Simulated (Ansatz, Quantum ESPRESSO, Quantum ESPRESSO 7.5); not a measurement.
# Ru(0001), 4 layers, one monolayer of Al on hcp sites: vacuum level and surface dipole

Wanted: work functions and the surface dipole of Ru(0001), 4 layers, one monolayer of Al on hcp sites at several levels, with their cost.

Calculated with Quantum ESPRESSO 7.5; plane-wave DFT, PBE, GBRV ultrasoft pseudopotentials (geometry and cross-check by Ansatz 0.2.0 with PAW datasets; geometry under PBE).

## 1. The starting structure

The cell holds 5 atoms: 4 Ru and 1 Al. Cell: a = 2.700 Å, b = 2.700 Å, c = 25.415 Å, α = 90.0°, β = 90.0°, γ = 60.0°. It derives from Ru. Vacuum lies along c.

## 2. Geometry from Ansatz

The geometry comes first, from a plane-wave PAW code, so that the later runs on this slab share one structure.

Input file input.yaml:

```yaml
crystal:
  lattice:
    - [2.7, 0.0, 0.0]
    - [1.35, 2.3382685902, 0.0]
    - [0.0, 0.0, 25.4152]
  atoms:
    - { symbol: Ru, position: [0.6666666667, 0.6666666667, 0.3265762221] }
    - { symbol: Ru, position: [0.0, 0.0, 0.4107148478] }
    - { symbol: Ru, position: [0.6666666667, 0.6666666667, 0.4948534735] }
    - { symbol: Ru, position: [0.0, 0.0, 0.5789920992] }
    - { symbol: Al, position: [0.6666666667, 0.6666666667, 0.664283367] }
kpoints:
  mp_grid: { grid: [12, 12, 1] }
hamiltonian:
  xc: pbe
scf:
  occupations: { method: fermi_dirac, width: 0.1 }
  convergence: { dr2_threshold: 1.0e-08 }
efield:
  axis: 3
  dipole_correction: true
  ramp_position: 0.97
  ramp_width: 0.04
relax:
  f_tol: 0.01
  constraints: [{ sites: [0, 1] }]
output:
  write_potential: true
  write_density: true
  volumetric_format: npy
```

The run is started by

```bash
ansatz run input.yaml --threads 4 --pin off --max-ram 8192MiB --backend cpu --events-out ev --progress --plain --runs-dir out
```

Numbers of over 12 decimals in the logs are rounded to 6 here.

Output:

```text
Engine: ansatz 0.2.0, x86_64-unknown-linux-gnu
Pseudopotentials: kind: paw
Pseudopotential: Ru, paw, valence charge 16, recommended cutoff 420 eV (normal), Ru.paw.azcp
Pseudopotential: Al, paw, valence charge 3, recommended cutoff 420 eV (normal), Al.paw.azcp
Functional definition: PBE
  parameter kappa = 0.804
  parameter beta = 0.066725
  exchange = pbe_x(kappa = kappa, mu = beta*pi^2/3)
  correlation = pbe_c(beta = beta)
Crystal: 5 atoms, lattice volume = 160.454 Å³
Basis set: ecut = 420 eV, 3199 PW (Γ), exchange–correlation on 40×40×360 points (8 copies of the dense FFT grid, shifted against one another)
Bands: 41, of which v1, the nominal top of the filled ones, is band 34 counted from 1 (33 counted from 0)
Symmetry: 6 space group operations
Space group: P3m1 (ITA 156), of the structure as read, at distance tolerance 5.4e-5 Å
k-points: 19 of 144 (time reversal used)
Non-local potential: Ru, projectors of the file, l = 0: 3, l = 1: 2, l = 2: 2, l = 3: 1
Non-local potential: Al, projectors of the file, l = 0: 2, l = 1: 2, l = 2: 1
PAW form: soft (Blöchl's): semilocal exchange-correlation on the pseudo side does not see the compensation charge
PAW one-centre angular grid: Ru, 590 points (default); XC on 64 Gauss nodes
PAW one-centre angular grid: Al, 110 points (default); XC on 64 Gauss nodes
Initial density: superposition of atomic densities (neutral atoms: chi_scale 0, normalization atom), corrected by the library's trained network
Initial wavefunctions: pseudopotential atomic-orbital guess
Functional: x = pbe(κ = 0.804, μ = 0.219515), c = pbe(β = 0.066725)
SCF iter   1: F=—  HF=-24051.176364 eV  |F-HF|=—  |Δ(HF+E_count)|=         —  Δρ=1.02e-2  dr2=1.79e0  ethr=1.77e-3  p=0.037 e·Å  D=4.12e-2 V/Å  ΔV_dip=-1.05 eV  dr2_dipole=2.19e-1  V_vac-E_F(+/−)=3.71/4.76 eV  ⟨swp⟩=8.8  Hψ=3637  notcnv=0
efield: sawtooth ramp at fractional position 0.9700 (set: `efield.ramp_position`, or a place that a band, a saddle search or an elastic batch's reference lends), width 0.0400; the density the first Hamiltonian is built on has a dipole p = 0.037 e·Å; the dipole correction subtracts the counter field D = 4.12e-2 V/Å, which shifts the + side's vacuum level by -1.05 eV against the − side's; the planar-averaged density in the ramp window peaks in size at 8.5e-6 e/Å³
preconditioner: auto → LDOS  [metal: Δε(μ)=0.015 eV  Ē_g=4.841 eV  σ=0.100 eV  W_gap=0.04  n_scr=18 (ndim 8)  ℏωp=17.3 eV  f_vac=0.517  D(μ)=5.29/eV (n_scr^D=18)  β→1.0]
SCF iter   2: F=—  HF=-24051.137392 eV  |F-HF|=—  |Δ(HF+E_count)|=   3.90e-2  Δρ=3.44e-3  dr2=1.22e-1  ethr=1.77e-3  p=0.031 e·Å  D=3.47e-2 V/Å  ΔV_dip=-0.88 eV  dr2_dipole=6.78e-2  V_vac-E_F(+/−)=4.13/5.02 eV  ⟨swp⟩=1.2  Hψ=937  notcnv=0
SCF iter   3: F=—  HF=-24051.134641 eV  |F-HF|=—  |Δ(HF+E_count)|=   2.75e-3  Δρ=1.97e-3  dr2=2.07e-2  ethr=1.82e-4  p=0.029 e·Å  D=3.27e-2 V/Å  ΔV_dip=-0.83 eV  dr2_dipole=1.95e-3  V_vac-E_F(+/−)=4.24/5.07 eV  ⟨swp⟩=2.0  Hψ=1061  notcnv=0
SCF iter   4: F=—  HF=-24051.133297 eV  |F-HF|=—  |Δ(HF+E_count)|=   1.34e-3  Δρ=1.00e-3  dr2=4.81e-3  ethr=3.09e-5  p=0.028 e·Å  D=3.15e-2 V/Å  ΔV_dip=-0.80 eV  dr2_dipole=6.74e-4  V_vac-E_F(+/−)=4.26/5.06 eV  ⟨swp⟩=2.4  Hψ=1320  notcnv=0
SCF iter   5: F=—  HF=-24051.132310 eV  |F-HF|=—  |Δ(HF+E_count)|=   9.88e-4  Δρ=2.14e-4  dr2=2.96e-4  ethr=7.17e-6  p=0.028 e·Å  D=3.11e-2 V/Å  ΔV_dip=-0.79 eV  dr2_dipole=9.57e-5  V_vac-E_F(+/−)=4.28/5.07 eV  ⟨swp⟩=2.4  Hψ=1194  notcnv=0
SCF iter   6: F=—  HF=-24051.132323 eV  |F-HF|=—  |Δ(HF+E_count)|=   1.33e-5  Δρ=8.05e-5  dr2=1.92e-5  ethr=4.41e-7  p=0.027 e·Å  D=3.09e-2 V/Å  ΔV_dip=-0.79 eV  dr2_dipole=1.40e-6  V_vac-E_F(+/−)=4.28/5.07 eV  ⟨swp⟩=2.2  Hψ=1163  notcnv=0
SCF iter   7: F=—  HF=-24051.132342 eV  |F-HF|=—  |Δ(HF+E_count)|=   1.97e-5  Δρ=3.30e-5  dr2=2.59e-6  ethr=2.87e-8  p=0.027 e·Å  D=3.09e-2 V/Å  ΔV_dip=-0.78 eV  dr2_dipole=1.46e-7  V_vac-E_F(+/−)=4.28/5.06 eV  ⟨swp⟩=2.4  Hψ=1228  notcnv=0
SCF iter   8: F=—  HF=-24051.132346 eV  |F-HF|=—  |Δ(HF+E_count)|=   3.46e-6  Δρ=1.18e-5  dr2=3.97e-7  ethr=3.86e-9  p=0.027 e·Å  D=3.09e-2 V/Å  ΔV_dip=-0.78 eV  dr2_dipole=2.53e-8  V_vac-E_F(+/−)=4.28/5.06 eV  ⟨swp⟩=2.3  Hψ=1174  notcnv=0
SCF iter   9: F=—  HF=-24051.132346 eV  |F-HF|=—  |Δ(HF+E_count)|=   1.45e-7  Δρ=5.09e-6  dr2=4.45e-8  ethr=5.92e-10  p=0.027 e·Å  D=3.09e-2 V/Å  ΔV_dip=-0.78 eV  dr2_dipole=9.17e-9  V_vac-E_F(+/−)=4.28/5.06 eV  ⟨swp⟩=2.4  Hψ=1210  notcnv=0
SCF iter  10: F=—  HF=-24051.132346 eV  |F-HF|=—  |Δ(HF+E_count)|=   1.01e-7  Δρ=2.39e-6  dr2=1.01e-8  ethr=1.49e-11  p=0.027 e·Å  D=3.09e-2 V/Å  ΔV_dip=-0.78 eV  dr2_dipole=9.36e-10  V_vac-E_F(+/−)=4.28/5.06 eV  ⟨swp⟩=10.5  Hψ=5884  notcnv=0
SCF iter  11: F=-24051.132346 eV  HF=-24051.132346 eV  |F-HF|=2.19e-9  |Δ(HF+E_count)|=   4.13e-8  Δρ=6.52e-7  dr2=1.53e-9  ethr=1.49e-11  p=0.027 e·Å  D=3.09e-2 V/Å  ΔV_dip=-0.78 eV  dr2_dipole=4.79e-12  V_vac-E_F(+/−)=4.28/5.06 eV  ⟨swp⟩=9.7  Hψ=5267  notcnv=0
SCF 1 converged in 11 iterations: F = -24051.132346 eV  dr2 = 1.53e-9
  greatest PAW one-centre occupation: 0.998 electrons in one spin orbital (limit 2), on the Ru atom at site 0 (counted from 0), in its partial waves of l = 0
relax step   1: F+E_penalty+E_count = -24051.13234621 eV  Δ(F+E_penalty+E_count) = +0.000e0 eV  max|allowed force component| = 2.784e-1 eV/Å  Δτ_max = 0.0000 Å  (11 SCF iters, accepted)
Initial density: handed on by an earlier stage of this run
Initial wavefunctions: those handed on with the density
iter 1 solved again at ethr=9.30e-6 eV; its pass at ethr=3.10e-3 eV (dr2=6.23e-3 eV) is discarded
SCF iter   1: F=—  HF=-24051.136811 eV  |F-HF|=—  |Δ(HF+E_count)|=         —  Δρ=1.23e-3  dr2=6.18e-3  ethr=9.30e-6  p=0.027 e·Å  D=3.09e-2 V/Å  ΔV_dip=-0.78 eV  dr2_dipole=5.83e-4  V_vac-E_F(+/−)=4.28/5.07 eV  ⟨swp⟩=2.0  Hψ=2211  notcnv=0
efield: sawtooth ramp at fractional position 0.9700 (set: `efield.ramp_position`, or a place that a band, a saddle search or an elastic batch's reference lends), width 0.0400; the density the first Hamiltonian is built on has a dipole p = 0.027 e·Å; the dipole correction subtracts the counter field D = 3.09e-2 V/Å, which shifts the + side's vacuum level by -0.78 eV against the − side's; the planar-averaged density in the ramp window peaks in size at 1.1e-6 e/Å³
preconditioner: auto → LDOS  [metal: Δε(μ)=0.029 eV  Ē_g=4.856 eV  σ=0.100 eV  W_gap=0.07  n_scr=18 (ndim 8)  ℏωp=17.3 eV  f_vac=0.516  D(μ)=4.89/eV (n_scr^D=18)  β→1.0]
[...]
SCF iter   3: F=—  HF=-24051.136528 eV  |F-HF|=—  |Δ(HF+E_count)|=   1.25e-4  Δρ=2.25e-4  dr2=2.17e-4  ethr=2.19e-6  p=0.027 e·Å  D=3.09e-2 V/Å  ΔV_dip=-0.79 eV  dr2_dipole=1.02e-6  V_vac-E_F(+/−)=4.29/5.07 eV  ⟨swp⟩=2.4  Hψ=1276  notcnv=0
SCF iter   4: F=—  HF=-24051.136485 eV  |F-HF|=—  |Δ(HF+E_count)|=   4.29e-5  Δρ=6.15e-5  dr2=3.39e-5  ethr=3.24e-7  p=0.027 e·Å  D=3.09e-2 V/Å  ΔV_dip=-0.79 eV  dr2_dipole=3.21e-6  V_vac-E_F(+/−)=4.29/5.07 eV  ⟨swp⟩=2.9  Hψ=1391  notcnv=0
SCF iter   5: F=—  HF=-24051.136478 eV  |F-HF|=—  |Δ(HF+E_count)|=   7.72e-6  Δρ=3.48e-5  dr2=1.17e-5  ethr=5.07e-8  p=0.027 e·Å  D=3.09e-2 V/Å  ΔV_dip=-0.79 eV  dr2_dipole=3.90e-6  V_vac-E_F(+/−)=4.29/5.07 eV  ⟨swp⟩=2.0  Hψ=1083  notcnv=0
SCF iter   6: F=—  HF=-24051.136478 eV  |F-HF|=—  |Δ(HF+E_count)|=   8.85e-7  Δρ=1.04e-5  dr2=1.16e-6  ethr=1.74e-8  p=0.027 e·Å  D=3.09e-2 V/Å  ΔV_dip=-0.79 eV  dr2_dipole=4.79e-7  V_vac-E_F(+/−)=4.29/5.07 eV  ⟨swp⟩=1.3  Hψ=856  notcnv=0
SCF iter   7: F=—  HF=-24051.136479 eV  |F-HF|=—  |Δ(HF+E_count)|=   2.13e-7  Δρ=5.14e-6  dr2=3.91e-8  ethr=1.73e-9  p=0.027 e·Å  D=3.09e-2 V/Å  ΔV_dip=-0.79 eV  dr2_dipole=4.00e-9  V_vac-E_F(+/−)=4.29/5.07 eV  ⟨swp⟩=2.0  Hψ=1072  notcnv=0
SCF iter   8: F=-24051.136479 eV  HF=-24051.136479 eV  |F-HF|=1.20e-8  |Δ(HF+E_count)|=   1.29e-7  Δρ=1.79e-6  dr2=9.53e-9  ethr=1.49e-11  p=0.027 e·Å  D=3.09e-2 V/Å  ΔV_dip=-0.79 eV  dr2_dipole=4.74e-10  V_vac-E_F(+/−)=4.29/5.07 eV  ⟨swp⟩=10.8  Hψ=5965  notcnv=0
SCF 3 converged in 8 iterations: F = -24051.136479 eV  dr2 = 9.53e-9
relax step   3: F+E_penalty+E_count = -24051.13647877 eV  Δ(F+E_penalty+E_count) = -2.103e-4 eV  max|allowed force component| = 2.508e-2 eV/Å  Δτ_max = 0.0182 Å  (8 SCF iters, accepted)
SCF iter   1: F=—  HF=-24051.136615 eV  |F-HF|=—  |Δ(HF+E_count)|=         —  Δρ=3.22e-4  dr2=1.10e-3  ethr=1.85e-5  p=0.027 e·Å  D=3.09e-2 V/Å  ΔV_dip=-0.79 eV  dr2_dipole=9.42e-5  V_vac-E_F(+/−)=4.29/5.07 eV  ⟨swp⟩=2.0  Hψ=1456  notcnv=0
efield: sawtooth ramp at fractional position 0.9700 (set: `efield.ramp_position`, or a place that a band, a saddle search or an elastic batch's reference lends), width 0.0400; the density the first Hamiltonian is built on has a dipole p = 0.027 e·Å; the dipole correction subtracts the counter field D = 3.09e-2 V/Å, which shifts the + side's vacuum level by -0.79 eV against the − side's; the planar-averaged density in the ramp window peaks in size at 1.2e-6 e/Å³
preconditioner: auto → LDOS  [metal: Δε(μ)=0.029 eV  Ē_g=4.860 eV  σ=0.100 eV  W_gap=0.07  n_scr=18 (ndim 8)  ℏωp=17.3 eV  f_vac=0.517  D(μ)=4.88/eV (n_scr^D=18)  β→1.0]
SCF iter   2: F=—  HF=-24051.136567 eV  |F-HF|=—  |Δ(HF+E_count)|=   4.79e-5  Δρ=1.89e-4  dr2=2.21e-4  ethr=1.64e-6  p=0.027 e·Å  D=3.10e-2 V/Å  ΔV_dip=-0.79 eV  dr2_dipole=2.09e-5  V_vac-E_F(+/−)=4.29/5.07 eV  ⟨swp⟩=2.0  Hψ=1213  notcnv=0
SCF iter   3: F=—  HF=-24051.136557 eV  |F-HF|=—  |Δ(HF+E_count)|=   1.06e-5  Δρ=1.10e-4  dr2=5.27e-5  ethr=3.30e-7  p=0.027 e·Å  D=3.10e-2 V/Å  ΔV_dip=-0.79 eV  dr2_dipole=2.14e-8  V_vac-E_F(+/−)=4.29/5.07 eV  ⟨swp⟩=2.4  Hψ=1288  notcnv=0
SCF iter   4: F=—  HF=-24051.136543 eV  |F-HF|=—  |Δ(HF+E_count)|=   1.35e-5  Δρ=2.38e-5  dr2=4.52e-6  ethr=7.86e-8  p=0.027 e·Å  D=3.10e-2 V/Å  ΔV_dip=-0.79 eV  dr2_dipole=4.44e-7  V_vac-E_F(+/−)=4.29/5.07 eV  ⟨swp⟩=3.0  Hψ=1318  notcnv=0
SCF iter   5: F=—  HF=-24051.136550 eV  |F-HF|=—  |Δ(HF+E_count)|=   6.68e-6  Δρ=1.30e-5  dr2=1.67e-6  ethr=6.75e-9  p=0.027 e·Å  D=3.10e-2 V/Å  ΔV_dip=-0.79 eV  dr2_dipole=5.89e-7  V_vac-E_F(+/−)=4.29/5.07 eV  ⟨swp⟩=2.2  Hψ=1140  notcnv=0
SCF iter   6: F=—  HF=-24051.136550 eV  |F-HF|=—  |Δ(HF+E_count)|=   1.95e-7  Δρ=3.89e-6  dr2=1.63e-7  ethr=2.49e-9  p=0.027 e·Å  D=3.10e-2 V/Å  ΔV_dip=-0.79 eV  dr2_dipole=7.05e-8  V_vac-E_F(+/−)=4.29/5.07 eV  ⟨swp⟩=1.9  Hψ=960  notcnv=0
SCF iter   7: F=-24051.136550 eV  HF=-24051.136550 eV  |F-HF|=3.01e-8  |Δ(HF+E_count)|=   3.89e-9  Δρ=1.78e-6  dr2=4.76e-9  ethr=1.49e-11  p=0.027 e·Å  D=3.10e-2 V/Å  ΔV_dip=-0.79 eV  dr2_dipole=1.08e-9  V_vac-E_F(+/−)=4.29/5.07 eV  ⟨swp⟩=9.0  Hψ=6258  notcnv=0
SCF 4 converged in 7 iterations: F = -24051.136550 eV  dr2 = 4.76e-9
relax step   4: F+E_penalty+E_count = -24051.13654997 eV  Δ(F+E_penalty+E_count) = -7.120e-5 eV  max|allowed force component| = 7.227e-4 eV/Å  Δτ_max = 0.0065 Å  (7 SCF iters, accepted)
NSCF: frozen V_eff on 19 k-points
the band table was solved once a step of the walk had ended and its energy, with any forces and stress, was formed, with the checks that follow a solve (3625 applications of the Hamiltonian). They found nothing against the state; the energy, forces and stress were not computed again (output.eigenvalues in the input reference)
WARN: The input density's exchange-correlation potential varies sharply where the density is thin. Do not read a vacuum level from v_tot or v_xc, or from such a field of the output density. On a cell that repeats whose density bears no net charge and no dipole along the vacuum's axis use v_es (v_loc + v_h of the components); under efield.dipole_correction with no amplitude use v_es + v_field, which holds any external [...]
SCF converged after 7 iterations
Free energy (F): -24051.136550 eV
Harris-Foulkes:  -24051.136550 eV  (|F-HF|=3.01e-8)
Internal energy: -24050.977777 eV  (E = F + TS)
E sigma→0 (E₀):  -24051.057164 eV
Entropy (-TS):   -0.158773 eV (-31.755 meV/atom)
Fermi energy:    6.182051 eV
Dipole field:    D = 0.030939 V/Å  (p = 0.027435 e·Å, saw-weighted, corrected)
Work function:   Φ+ = 4.2863 eV   Φ− = 5.0727 eV
Levels:          The Fermi level and band energies are counted from a zero that moves with the ramp; work functions are not
--- Per-component energies (eV) ---
  E_band       = -1309.521304
  E_kinetic    = 2079.639711
  E_local      = -118461.462242  (includes V_loc(G=0)·N_el)
  E_nonlocal   = 1384.113327
  E_hartree    = 57781.106866
  E_xc         = -800.695844
  E_vxc        = -984.110940  (∫ρ·V_xc dr)
  E_paw        = -14311.008930  (= ΣΔE_a)
  E_vpaw       = -891.385172  (= ΣTr[D̂ρ^β])
  E_aug_tail   = -0.000779  (compensation charges beyond the density's cutoff)
  E_efield     = 0.000424  (sawtooth field / dipole correction)
  E_vefield    = 1.465147  (∫n·V_field dr)
  E_ewald      = 48277.329690
  E_smearing   = -0.158773  (= −TS)
  E_closure    = 0.000000  (closes the sum)
  Σ components = -24051.136550   (vs F -24051.136550, Δ=0.00e0)
--- Forces (eV/Å), atoms counted from 1 ---
  atom   1  Ru     0.00000000     0.00000000     0.47302982
  atom   2  Ru    -0.00000000     0.00000000    -0.47208034
  atom   3  Ru    -0.00000000    -0.00000000    -0.00056147
  atom   4  Ru     0.00000000     0.00000000    -0.00072266
  atom   5  Al     0.00000000    -0.00000000     0.00033985
  max |Σ_I F_I| component: 5.19e-6 eV/Å
--- Band table (eV; the first three rows and the last of 19) ---
  k-point 0: bands = [... 30 lower, 4.2324, 4.2324, 5.2209, 5.3015, 5.3015, 6.2597, 6.2597, 6.9822, ... 3 higher]
  k-point 1: bands = [... 30 lower, 4.1501, 4.3986, 4.8354, 5.2232, 5.2236, 5.9321, 6.1961, 6.4109, ... 3 higher]
  k-point 2: bands = [... 30 lower, 4.3629, 4.6250, 4.8056, 4.8900, 5.2884, 5.5948, 6.0878, 6.7051, ... 3 higher]
  k-point 18: bands = [... 30 lower, 4.9866, 5.2348, 6.2258, 6.8106, 7.0772, 7.2266, 7.3162, 7.6163, ... 3 higher]
--- Relaxed structure (4 steps of the walk, 4 accepted, 0 SCFs on fresh bases) ---
  F+E_penalty+E_count = -24051.13654997 eV   max|allowed force component| = 7.227e-4 eV/Å
  atoms:
    - { symbol: Ru, position: [0.666667, 0.666667, 0.3265762221] }
    - { symbol: Ru, position: [-2.22044604937956e-17, -2.2204460493795604e-17, 0.4107148478] }
    - { symbol: Ru, position: [0.666667, 0.666667, 0.494265] }
    - { symbol: Ru, position: [-2.187045122230521e-17, -2.2204460493795604e-17, 0.579472] }
    - { symbol: Al, position: [0.666667, 0.666667, 0.663787] }
```

Elapsed: 8.9 s, on 4 threads of AMD EPYC 9R14 (Zen 4), shared host; peak memory 0.56 GiB.

Step by step:

```tsv
step	energy less that of the first step (eV)	largest force component (eV/Å)
1	0.0000	0.2784
2	-0.0039	0.0472
3	-0.0041	0.0251
4	-0.0042	0.0007
```

Forces are held to the 6 operations that the run works with; a distortion that breaks them can't arise in this run.

The atoms that moved most (Å):

```tsv
atom	dx	dy	dz	length
Ru3	0.000	0.000	-0.015	0.015
Al5	0.000	0.000	-0.013	0.013
Ru4	0.000	0.000	0.012	0.012
```

The relaxed structure:

```xyz
5
Lattice="2.7000 0.0000 0.0000 1.3500 2.3383 0.0000 0.0000 0.0000 25.4152" Properties=species:S:1:pos:R:3
Ru    2.7000    1.5588    8.3000
Ru    0.0000    0.0000   10.4384
Ru    2.7000    1.5588   12.5618
Ru    0.0000    0.0000   14.7274
Al    2.7000    1.5588   16.8703
```

 Held were the atoms numbered 1 and 2; the forces quoted are those on the free ones.

This step gave:

* free energy: -24051.1365 eV
* energy at zero smearing: -24051.0572 eV
* smearing term TS: 0.1588 eV
* Fermi energy: 6.182 eV
* symmetry operations: 6
* work function of the upper face: 4.286 eV
* work function of the lower face: 5.073 eV
* dipole along the normal: 0.02743 e·Å

(Continued in part 2 of 5.)

[Logs are printed without paths, hosts, clocks, repeated set-up lines and the standing remarks that a program may print on its own settings, such as how far it seeks lower states.]

[Hosts, paths, dates, database ids (printed as entryN), source tags and the programs' standing remarks are cut or masked in the printed files.]

[Maps of the electrostatic potential energy from Ansatz leave out the sawtooth potential of an applied field or a dipole correction, so their vacuum need not be flat; planar profiles and work functions include it.]
